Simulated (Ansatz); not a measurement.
# C on Ti(0001): change of the work function

How does C on the fcc site change the work function of Ti(0001) as the layer fills?

Main program and level: Ansatz 0.2.0; plane-wave DFT, PBE, Ansatz PAW (set soft_1); PAW set soft_1.

### 1. Set-up

The cell holds 4 atoms: 4 Ti. Cell: a = 2.950 Å, b = 2.950 Å, c = 25.027 Å, α = 90.0°, β = 90.0°, γ = 60.0°. Vacuum lies along c.

### 2. The clean slab

The bare slab comes first, as the zero from which every change is counted. The two lowest layers are held at bulk places and the upper ones relax. The dipole correction removes the false field that a one-sided slab makes across the periodic vacuum, so each face gets a flat vacuum level of its own.

File input.yaml:

```yaml
crystal:
  lattice:
    - [2.95, 0.0, 0.0]
    - [1.475, 2.5547749412, 0.0]
    - [0.0, 0.0, 25.0269]
  atoms:
    - { symbol: Ti, position: [0.6666666667, 0.6666666667, 0.3596130564] }
    - { symbol: Ti, position: [0.0, 0.0, 0.4532043521] }
    - { symbol: Ti, position: [0.6666666667, 0.6666666667, 0.5467956479] }
    - { symbol: Ti, position: [0.0, 0.0, 0.6403869436] }
kpoints:
  mp_grid: { grid: [12, 12, 1] }
hamiltonian:
  xc: pbe
  pseudopotentials: { kind: paw, azcp: { folder: soft_1 } }
scf:
  occupations: { method: fermi_dirac, width: 0.1 }
  convergence: { dr2_threshold: 1.0e-08 }
efield:
  axis: 3
  dipole_correction: true
  ramp_position: 0.97
  ramp_width: 0.06
relax:
  f_tol: 0.02
  max_steps: 60
  constraints: [{ sites: [0, 1] }]
output:
  write_potential: true
  write_density: true
  volumetric_format: npy
```

Run with:

```console
ansatz run input.yaml --threads 4 --pin off --max-ram 16384MiB --backend cpu --events-out ev --progress --plain --runs-dir out
```

Numbers of over 12 decimals in the logs are rounded to 6 here.

What it wrote:

```text
Engine: ansatz 0.2.0, aarch64-unknown-linux-gnu
Pseudopotentials: kind: paw
Pseudopotential: Ti, paw, valence charge 12, recommended cutoff 420 eV (normal), soft_1/Ti.paw.azcp
Functional definition: PBE
  parameter kappa = 0.804
  parameter beta = 0.066725
  exchange = pbe_x(kappa = kappa, mu = beta*pi^2/3)
  correlation = pbe_c(beta = beta)
Crystal: 4 atoms, lattice volume = 188.617 Å³
Basis set: ecut = 420 eV, 3611 PW (Γ), exchange–correlation on 40×40×360 points (8 copies of the dense FFT grid, shifted against one another)
Bands: 29, of which v1, the nominal top of the filled ones, is band 24 counted from 1 (23 counted from 0)
Symmetry: 6 space group operations
k-points: 19 of 144 (time reversal used)
Non-local potential: Ti, projectors of the file, l = 0: 3, l = 1: 2, l = 2: 3, l = 3: 1
PAW form: soft (Blöchl's): semilocal exchange-correlation on the pseudo side does not see the compensation charge
PAW one-centre angular grid: Ti, 590 points (default); XC on 64 Gauss nodes
Initial density: superposition of atomic densities (neutral atoms: chi_scale 0, normalization atom)
Initial wavefunctions: pseudopotential atomic-orbital guess
Functional: x = pbe(κ = 0.804, μ = 0.219515), c = pbe(β = 0.066725)
SCF iter   1: F=—  HF=-10000.227959 eV  |F-HF|=—  |Δ(HF+E_count)|=         —  Δρ=5.77e-2  dr2=7.56e1  ethr=3.10e-3  p=0.000 e·Å  D=1.73e-14 V/Å  ΔV_dip=-0.00 eV  dr2_dipole=2.93e-9  V_vac-E_F(+/−)=7.80/7.80 eV  ⟨swp⟩=9.5  Hψ=2740  notcnv=0
efield: sawtooth ramp at fractional position 0.9700 (set: `efield.ramp_position`, or a place that a band, a saddle search or an elastic batch's reference lends), width 0.0600; the density the first Hamiltonian is built on has a dipole p = 0.000 e·Å; the dipole correction subtracts the counter field D = 1.73e-14 V/Å, which shifts the + side's vacuum level by -0.00 eV against the − side's; the planar-averaged density in the ramp window peaks in size at 1.4e-6 e/Å³
preconditioner: auto → LDOS  [metal: Δε(μ)=0.014 eV  Ē_g=2.624 eV  σ=0.100 eV  W_gap=0.04  n_scr=16 (ndim 8)  ℏωp=10.8 eV  f_vac=0.537  D(μ)=6.50/eV (n_scr^D=36)  β→1.0]
SCF iter   2: F=—  HF=-9998.497188 eV  |F-HF|=—  |Δ(HF+E_count)|=    1.73e0  Δρ=4.13e-2  dr2=4.34e1  ethr=3.10e-3  p=-0.002 e·Å  D=-1.55e-3 V/Å  ΔV_dip=0.04 eV  dr2_dipole=1.32e-3  V_vac-E_F(+/−)=2.66/2.62 eV  ⟨swp⟩=5.8  Hψ=4154  notcnv=0
automatic band count: the SCF goes on with 34 bands, as 29 were too few: the levels above may hold too much charge
SCF iter   3: F=—  HF=-9996.865249 eV  |F-HF|=—  |Δ(HF+E_count)|=    1.63e0  Δρ=6.81e-3  dr2=7.61e-1  ethr=3.10e-3  p=0.001 e·Å  D=6.91e-4 V/Å  ΔV_dip=-0.02 eV  dr2_dipole=1.49e-4  V_vac-E_F(+/−)=5.13/5.15 eV  ⟨swp⟩=4.1  Hψ=1615  notcnv=0
SCF iter   4: F=—  HF=-9996.825869 eV  |F-HF|=—  |Δ(HF+E_count)|=   3.94e-2  Δρ=3.71e-3  dr2=6.74e-2  ethr=1.59e-3  p=0.000 e·Å  D=1.51e-4 V/Å  ΔV_dip=-0.00 eV  dr2_dipole=2.51e-4  V_vac-E_F(+/−)=4.67/4.68 eV  ⟨swp⟩=1.9  Hψ=812  notcnv=0
SCF iter   5: F=—  HF=-9996.827558 eV  |F-HF|=—  |Δ(HF+E_count)|=   1.69e-3  Δρ=2.10e-3  dr2=8.40e-3  ethr=1.40e-4  p=0.000 e·Å  D=1.64e-4 V/Å  ΔV_dip=-0.00 eV  dr2_dipole=1.26e-5  V_vac-E_F(+/−)=4.56/4.57 eV  ⟨swp⟩=2.1  Hψ=983  notcnv=0
SCF iter   6: F=—  HF=-9996.826494 eV  |F-HF|=—  |Δ(HF+E_count)|=   1.06e-3  Δρ=4.65e-4  dr2=2.03e-3  ethr=1.75e-5  p=0.000 e·Å  D=5.06e-5 V/Å  ΔV_dip=-0.00 eV  dr2_dipole=3.36e-5  V_vac-E_F(+/−)=4.49/4.50 eV  ⟨swp⟩=2.9  Hψ=1256  notcnv=0
SCF iter   7: F=—  HF=-9996.826649 eV  |F-HF|=—  |Δ(HF+E_count)|=   1.55e-4  Δρ=2.32e-4  dr2=2.08e-4  ethr=4.22e-6  p=0.000 e·Å  D=5.89e-6 V/Å  ΔV_dip=-0.00 eV  dr2_dipole=8.81e-6  V_vac-E_F(+/−)=4.44/4.44 eV  ⟨swp⟩=1.9  Hψ=688  notcnv=0
SCF iter   8: F=—  HF=-9996.826641 eV  |F-HF|=—  |Δ(HF+E_count)|=   7.94e-6  Δρ=1.18e-4  dr2=9.36e-5  ethr=4.34e-7  p=-0.000 e·Å  D=-7.96e-6 V/Å  ΔV_dip=0.00 eV  dr2_dipole=1.62e-6  V_vac-E_F(+/−)=4.42/4.42 eV  ⟨swp⟩=2.2  Hψ=922  notcnv=0
SCF iter   9: F=—  HF=-9996.826691 eV  |F-HF|=—  |Δ(HF+E_count)|=   4.93e-5  Δρ=3.58e-5  dr2=1.10e-5  ethr=1.95e-7  p=-0.000 e·Å  D=-5.27e-6 V/Å  ΔV_dip=0.00 eV  dr2_dipole=2.45e-7  V_vac-E_F(+/−)=4.42/4.42 eV  ⟨swp⟩=1.6  Hψ=674  notcnv=0
SCF iter  10: F=—  HF=-9996.826690 eV  |F-HF|=—  |Δ(HF+E_count)|=   9.12e-7  Δρ=9.07e-6  dr2=2.30e-7  ethr=2.29e-8  p=-0.000 e·Å  D=-1.70e-6 V/Å  ΔV_dip=0.00 eV  dr2_dipole=7.98e-9  V_vac-E_F(+/−)=4.41/4.41 eV  ⟨swp⟩=1.9  Hψ=721  notcnv=0
SCF iter  11: F=—  HF=-9996.826719 eV  |F-HF|=—  |Δ(HF+E_count)|=   2.91e-5  Δρ=3.27e-6  dr2=2.30e-8  ethr=4.79e-10  p=-0.000 e·Å  D=-9.16e-7 V/Å  ΔV_dip=0.00 eV  dr2_dipole=2.44e-13  V_vac-E_F(+/−)=4.41/4.41 eV  ⟨swp⟩=3.4  Hψ=1252  notcnv=0
SCF iter  12: F=-9996.826719 eV  HF=-9996.826719 eV  |F-HF|=9.71e-9  |Δ(HF+E_count)|=   1.43e-8  Δρ=1.17e-6  dr2=2.75e-9  ethr=2.08e-11  p=0.000 e·Å  D=9.97e-8 V/Å  ΔV_dip=-0.00 eV  dr2_dipole=3.30e-11  V_vac-E_F(+/−)=4.41/4.41 eV  ⟨swp⟩=9.2  Hψ=3760  notcnv=0
SCF 1 converged in 12 iterations: F = -9996.826719 eV  dr2 = 2.75e-9
  greatest PAW one-centre occupation: 0.999 electrons in one spin orbital (limit 2), on the Ti atom at site 1 (counted from 0), in its partial waves of l = 0
relax step   1: F+E_penalty+E_count = -9996.82671899 eV  Δ(F+E_penalty+E_count) = +0.000e0 eV  max|allowed force component| = 6.136e-1 eV/Å  Δτ_max = 0.0000 Å  (12 SCF iters, accepted)
Bands: 34, of which v1, the nominal top of the filled ones, is band 24 counted from 1 (23 counted from 0)
Initial density: handed on by an earlier stage of this run
Initial wavefunctions: those handed on with the density
SCF iter   1: F=—  HF=-9997.025416 eV  |F-HF|=—  |Δ(HF+E_count)|=         —  Δρ=1.57e-2  dr2=3.17e0  ethr=3.10e-3  p=-0.000 e·Å  D=-4.16e-7 V/Å  ΔV_dip=0.00 eV  dr2_dipole=1.49e-1  V_vac-E_F(+/−)=4.45/4.45 eV  ⟨swp⟩=4.9  Hψ=1957  notcnv=0
efield: sawtooth ramp at fractional position 0.9700 (set: `efield.ramp_position`, or a place that a band, a saddle search or an elastic batch's reference lends), width 0.0600; the density the first Hamiltonian is built on has a dipole p = -0.000 e·Å; the dipole correction subtracts the counter field D = -4.16e-7 V/Å, which shifts the + side's vacuum level by +0.00 eV against the − side's; the planar-averaged density in the ramp window peaks in size at 3.9e-6 e/Å³
preconditioner: auto → LDOS  [metal: Δε(μ)=0.008 eV  Ē_g=2.864 eV  σ=0.100 eV  W_gap=0.02  n_scr=16 (ndim 8)  ℏωp=10.8 eV  f_vac=0.560  D(μ)=7.31/eV (n_scr^D=62)  β→1.0]
[...]
SCF iter   7: F=—  HF=-9996.866013 eV  |F-HF|=—  |Δ(HF+E_count)|=   2.64e-5  Δρ=3.78e-5  dr2=4.56e-6  ethr=1.29e-7  p=0.005 e·Å  D=4.58e-3 V/Å  ΔV_dip=-0.11 eV  dr2_dipole=1.08e-6  V_vac-E_F(+/−)=4.32/4.43 eV  ⟨swp⟩=2.0  Hψ=789  notcnv=0
SCF iter   8: F=—  HF=-9996.866037 eV  |F-HF|=—  |Δ(HF+E_count)|=   2.42e-5  Δρ=1.42e-5  dr2=1.60e-6  ethr=9.50e-9  p=0.005 e·Å  D=4.32e-3 V/Å  ΔV_dip=-0.11 eV  dr2_dipole=3.06e-7  V_vac-E_F(+/−)=4.32/4.43 eV  ⟨swp⟩=2.4  Hψ=961  notcnv=0
SCF iter   9: F=—  HF=-9996.866037 eV  |F-HF|=—  |Δ(HF+E_count)|=   1.96e-7  Δρ=5.13e-6  dr2=7.14e-8  ethr=3.33e-9  p=0.004 e·Å  D=4.27e-3 V/Å  ΔV_dip=-0.11 eV  dr2_dipole=1.48e-10  V_vac-E_F(+/−)=4.32/4.43 eV  ⟨swp⟩=2.1  Hψ=784  notcnv=0
SCF iter  10: F=—  HF=-9996.866037 eV  |F-HF|=—  |Δ(HF+E_count)|=   4.67e-8  Δρ=1.65e-6  dr2=1.65e-8  ethr=2.08e-11  p=0.004 e·Å  D=4.26e-3 V/Å  ΔV_dip=-0.11 eV  dr2_dipole=9.79e-10  V_vac-E_F(+/−)=4.32/4.43 eV  ⟨swp⟩=10.0  Hψ=4023  notcnv=0
SCF iter  11: F=-9996.866037 eV  HF=-9996.866037 eV  |F-HF|=7.31e-10  |Δ(HF+E_count)|=   7.84e-9  Δρ=6.25e-7  dr2=1.26e-9  ethr=2.08e-11  p=0.004 e·Å  D=4.26e-3 V/Å  ΔV_dip=-0.11 eV  dr2_dipole=1.43e-10  V_vac-E_F(+/−)=4.32/4.43 eV  ⟨swp⟩=8.6  Hψ=3388  notcnv=0
SCF 2 converged in 11 iterations: F = -9996.866037 eV  dr2 = 1.26e-9
relax step   2: F+E_penalty+E_count = -9996.86603743 eV  Δ(F+E_penalty+E_count) = -3.932e-2 eV  max|allowed force component| = 4.335e-1 eV/Å  Δτ_max = 0.1966 Å  (11 SCF iters, accepted)
iter 1 solved again at ethr=1.58e-3 eV; its pass at ethr=3.10e-3 eV (dr2=7.57e-1 eV) is discarded
SCF iter   1: F=—  HF=-9996.915269 eV  |F-HF|=—  |Δ(HF+E_count)|=         —  Δρ=7.75e-3  dr2=8.65e-1  ethr=1.58e-3  p=0.004 e·Å  D=4.26e-3 V/Å  ΔV_dip=-0.11 eV  dr2_dipole=3.94e-2  V_vac-E_F(+/−)=4.31/4.42 eV  ⟨swp⟩=1.0  Hψ=2222  notcnv=0
efield: sawtooth ramp at fractional position 0.9700 (set: `efield.ramp_position`, or a place that a band, a saddle search or an elastic batch's reference lends), width 0.0600; the density the first Hamiltonian is built on has a dipole p = 0.004 e·Å; the dipole correction subtracts the counter field D = 4.26e-3 V/Å, which shifts the + side's vacuum level by -0.11 eV against the − side's; the planar-averaged density in the ramp window peaks in size at 3.3e-6 e/Å³
preconditioner: auto → LDOS  [metal: Δε(μ)=0.012 eV  Ē_g=2.792 eV  σ=0.100 eV  W_gap=0.03  n_scr=16 (ndim 8)  ℏωp=10.8 eV  f_vac=0.555  D(μ)=7.84/eV (n_scr^D=74)  β→1.0]
SCF iter   2: F=—  HF=-9996.887519 eV  |F-HF|=—  |Δ(HF+E_count)|=   2.77e-2  Δρ=3.85e-3  dr2=1.30e-1  ethr=1.58e-3  p=-0.001 e·Å  D=-1.06e-3 V/Å  ΔV_dip=0.03 eV  dr2_dipole=2.36e-4  V_vac-E_F(+/−)=4.46/4.44 eV  ⟨swp⟩=2.1  Hψ=803  notcnv=0
SCF iter   3: F=—  HF=-9996.883355 eV  |F-HF|=—  |Δ(HF+E_count)|=   4.16e-3  Δρ=1.02e-3  dr2=7.67e-3  ethr=2.70e-4  p=0.001 e·Å  D=1.34e-3 V/Å  ΔV_dip=-0.03 eV  dr2_dipole=2.61e-4  V_vac-E_F(+/−)=4.39/4.43 eV  ⟨swp⟩=2.0  Hψ=876  notcnv=0
SCF iter   4: F=—  HF=-9996.882810 eV  |F-HF|=—  |Δ(HF+E_count)|=   5.45e-4  Δρ=2.16e-4  dr2=1.82e-4  ethr=1.60e-5  p=0.001 e·Å  D=1.36e-3 V/Å  ΔV_dip=-0.03 eV  dr2_dipole=4.10e-5  V_vac-E_F(+/−)=4.39/4.43 eV  ⟨swp⟩=2.0  Hψ=781  notcnv=0
SCF iter   5: F=—  HF=-9996.882832 eV  |F-HF|=—  |Δ(HF+E_count)|=   2.18e-5  Δρ=8.50e-5  dr2=4.05e-5  ethr=3.80e-7  p=0.002 e·Å  D=1.57e-3 V/Å  ΔV_dip=-0.04 eV  dr2_dipole=6.25e-6  V_vac-E_F(+/−)=4.39/4.43 eV  ⟨swp⟩=2.1  Hψ=874  notcnv=0
SCF iter   6: F=—  HF=-9996.882867 eV  |F-HF|=—  |Δ(HF+E_count)|=   3.47e-5  Δρ=3.27e-5  dr2=6.63e-6  ethr=8.45e-8  p=0.002 e·Å  D=1.76e-3 V/Å  ΔV_dip=-0.04 eV  dr2_dipole=1.45e-7  V_vac-E_F(+/−)=4.38/4.42 eV  ⟨swp⟩=2.1  Hψ=818  notcnv=0
SCF iter   7: F=—  HF=-9996.882901 eV  |F-HF|=—  |Δ(HF+E_count)|=   3.45e-5  Δρ=1.42e-5  dr2=1.09e-6  ethr=1.38e-8  p=0.002 e·Å  D=1.89e-3 V/Å  ΔV_dip=-0.05 eV  dr2_dipole=1.47e-7  V_vac-E_F(+/−)=4.38/4.42 eV  ⟨swp⟩=2.1  Hψ=850  notcnv=0
SCF iter   8: F=—  HF=-9996.882901 eV  |F-HF|=—  |Δ(HF+E_count)|=   1.72e-7  Δρ=5.88e-6  dr2=2.71e-7  ethr=2.26e-9  p=0.002 e·Å  D=1.96e-3 V/Å  ΔV_dip=-0.05 eV  dr2_dipole=1.60e-8  V_vac-E_F(+/−)=4.37/4.42 eV  ⟨swp⟩=2.2  Hψ=896  notcnv=0
SCF iter   9: F=-9996.882901 eV  HF=-9996.882901 eV  |F-HF|=7.76e-9  |Δ(HF+E_count)|=   1.82e-8  Δρ=1.68e-6  dr2=8.01e-9  ethr=2.08e-11  p=0.002 e·Å  D=2.00e-3 V/Å  ΔV_dip=-0.05 eV  dr2_dipole=8.86e-12  V_vac-E_F(+/−)=4.37/4.42 eV  ⟨swp⟩=8.4  Hψ=4577  notcnv=0
SCF 3 converged in 9 iterations: F = -9996.882901 eV  dr2 = 8.01e-9
relax step   3: F+E_penalty+E_count = -9996.88290145 eV  Δ(F+E_penalty+E_count) = -1.686e-2 eV  max|allowed force component| = 1.166e-2 eV/Å  Δτ_max = 0.0905 Å  (9 SCF iters, accepted)
NSCF: frozen V_eff on 19 k-points
the band table was solved once a step of the walk had ended and its energy, with any forces and stress, was formed, with the checks that follow a solve (2989 applications of the Hamiltonian). They found nothing against the state; the energy, forces and stress were not computed again (output.eigenvalues in the input reference)
WARN: The output density's exchange-correlation potential varies sharply where the density is thin. Do not read a vacuum level from v_tot or v_xc, or from such a field of the output density. On a cell that repeats whose density bears no net charge and no dipole along the vacuum's axis use v_es (v_loc + v_h of the components); under efield.dipole_correction with no amplitude use v_es + v_field, which holds any externa [...]
SCF converged after 9 iterations
Free energy (F): -9996.882901 eV
Harris-Foulkes:  -9996.882901 eV  (|F-HF|=7.76e-9)
Internal energy: -9996.629962 eV  (E = F + TS)
E sigma→0 (E₀):  -9996.756432 eV
Entropy (-TS):   -0.252939 eV (-63.235 meV/atom)
Fermi energy:    2.256908 eV
Dipole field:    D = 0.002001 V/Å  (p = 0.002085 e·Å, saw-weighted, corrected)
Work function:   Φ+ = 4.3737 eV   Φ− = 4.4238 eV
Levels:          The Fermi level and band energies are counted from a zero that moves with the ramp; work functions are not
--- Per-component energies (eV) ---
  E_band       = -1162.329231
  E_kinetic    = 1121.697169
  E_local      = -50414.511054  (includes V_loc(G=0)·N_el)
  E_nonlocal   = 242.662554
  E_hartree    = 24580.925747
  E_xc         = -461.869374
  E_vxc        = -578.038291  (∫ρ·V_xc dr)
  E_paw        = -4168.869058  (= ΣΔE_a)
  E_vpaw       = -695.979711  (= ΣTr[D̂ρ^β])
  E_aug_tail   = -0.000322  (compensation charges beyond the density's cutoff)
  E_efield     = 0.000002  (sawtooth field / dipole correction)
  E_vefield    = 0.000924  (∫n·V_field dr)
  E_ewald      = 19103.334373
  E_smearing   = -0.252939  (= −TS)
  E_closure    = -0.000000  (closes the sum)
  Σ components = -9996.882901   (vs F -9996.882901, Δ=0.00e0)
--- Forces (eV/Å), atoms counted from 1 ---
  atom   1  Ti     0.00000000     0.00000000     0.60815861
  atom   2  Ti    -0.00000000    -0.00000000    -0.58781139
  atom   3  Ti     0.00000000     0.00000000    -0.00861755
  atom   4  Ti    -0.00000000    -0.00000000    -0.01166249
  max |Σ_I F_I| component: 6.72e-5 eV/Å
--- Band table (eV; the first three rows and the last of 19) ---
  k-point 0: bands = [... 20 lower, 2.0178, 2.2483, 2.6827, 2.7609, 2.9021, 2.9021, 2.9751, 2.9751, ... 6 higher]
  k-point 1: bands = [... 20 lower, 1.9561, 2.2162, 2.5065, 2.6113, 2.8117, 2.9036, 3.0063, 3.0561, ... 6 higher]
  k-point 2: bands = [... 20 lower, 1.7152, 1.9865, 2.1180, 2.4241, 2.5283, 2.6941, 2.9689, 3.2036, ... 6 higher]
  k-point 18: bands = [... 20 lower, 1.0938, 1.4749, 1.5589, 2.2050, 2.2130, 2.3467, 2.3840, 2.5373, ... 6 higher]
--- Relaxed structure (3 steps of the walk, 3 accepted, 0 SCFs on fresh bases) ---
  F+E_penalty+E_count = -9996.88290145 eV   max|allowed force component| = 1.166e-2 eV/Å
  atoms:
    - { symbol: Ti, position: [0.666667, 0.666667, 0.3596130564] }
    - { symbol: Ti, position: [0.0, 0.0, 0.4532043521] }
    - { symbol: Ti, position: [0.666667, 0.666667, 0.549504] }
    - { symbol: Ti, position: [0, 0, 0.636147] }
```

Elapsed: 11 s, on 4 threads of Arm Neoverse V1, shared host; peak memory 0.5 GiB.

Step by step:

```csv
step,energy less that of the first step (eV),largest force component (eV/Å)
1,0.0000,0.6136
2,-0.0393,0.4335
3,-0.0562,0.0117
```

The run keeps the 6 symmetry operations that it works with, so distortions that break them were not tested.

The atoms that moved most (Å):

```csv
atom,dx,dy,dz,length
Ti4,0.000,0.000,-0.106,0.106
Ti3,0.000,0.000,0.068,0.068
```

The relaxed structure:

```cif
data_structure
_symmetry_space_group_name_H-M 'P 1'
_symmetry_Int_Tables_number 1
_cell_length_a 2.9500
_cell_length_b 2.9500
_cell_length_c 25.0269
_cell_angle_alpha 90.000
_cell_angle_beta 90.000
_cell_angle_gamma 60.000
_cell_volume 188.62
loop_
_atom_site_label
_atom_site_type_symbol
_atom_site_fract_x
_atom_site_fract_y
_atom_site_fract_z
_atom_site_occupancy
Ti1 Ti 0.66667 0.66667 0.35961 1
Ti2 Ti 0.00000 0.00000 0.45320 1
Ti3 Ti 0.66667 0.66667 0.54950 1
Ti4 Ti 0.00000 0.00000 0.63615 1
```

Numbers from this step:

```yaml
energy_at_zero_smearing: -9996.7564 eV
work_function_upper_face: 4.374 eV
work_function_lower_face: 4.424 eV
dipole_along_the_normal: 0.002085 e·Å
step_between_the_vacuum_levels: -0.05007 eV
```

Running mean over 2.342 Å of the planar mean; the ramp of the sawtooth is left out. Electron's electrostatic potential energy less the Fermi level against z:

z (Å), electron's electrostatic potential energy less the Fermi level (eV) and a bar from the least value:
```
      3.5       4.42 ##############################
      4.0       4.42 ##############################
      4.5       4.42 ##############################
      5.0       4.40 ##############################
      5.5       4.36 ##############################
      6.0       4.24 ##############################
      6.5       3.89 #############################
      7.0       2.88 ##########################
      7.5       0.23 ####################
      8.0      -3.56 ###########
      8.5      -6.51 ####
      9.0      -7.41 ##
      9.5      -7.38 ##
     10.0      -7.27 ###
     10.5      -7.24 ###
     11.0      -7.26 ###
     11.5      -7.24 ###
     12.0      -7.03 ###
     12.5      -6.88 ####
     13.0      -6.97 ###
     13.5      -7.24 ###
     14.0      -7.63 ##
     14.5      -8.28 
     15.0      -8.44 
     15.5      -8.03 #
     16.0      -7.48 ##
     16.5      -6.18 #####
     17.0      -2.99 #############
     17.5       0.73 #####################
     18.0       3.07 ###########################
     18.5       3.92 #############################
     19.0       4.22 ##############################
     19.5       4.32 ##############################
     20.0       4.36 ##############################
     20.5       4.37 ##############################
     21.0       4.37 ##############################
     21.5       4.37 ##############################
```

The relaxation took 3 steps and lowered the energy by 0.056 eV; the largest force on the free atoms ends at 0.012 eV/Å.

The work function of the upper face is 4.37 eV.

(Part 1 of 4 ends here.)

[Logs are printed without paths, hosts, clocks, repeated set-up lines and the standing remarks that a program may print on its own settings, such as how far it seeks lower states.]

[Hosts, paths, dates, database ids (printed as entryN), source tags and the programs' standing remarks are cut or masked in the printed files.]

[Maps of the electrostatic potential energy from Ansatz leave out the sawtooth potential of an applied field or a dipole correction, so their vacuum need not be flat; planar profiles and work functions include it.]
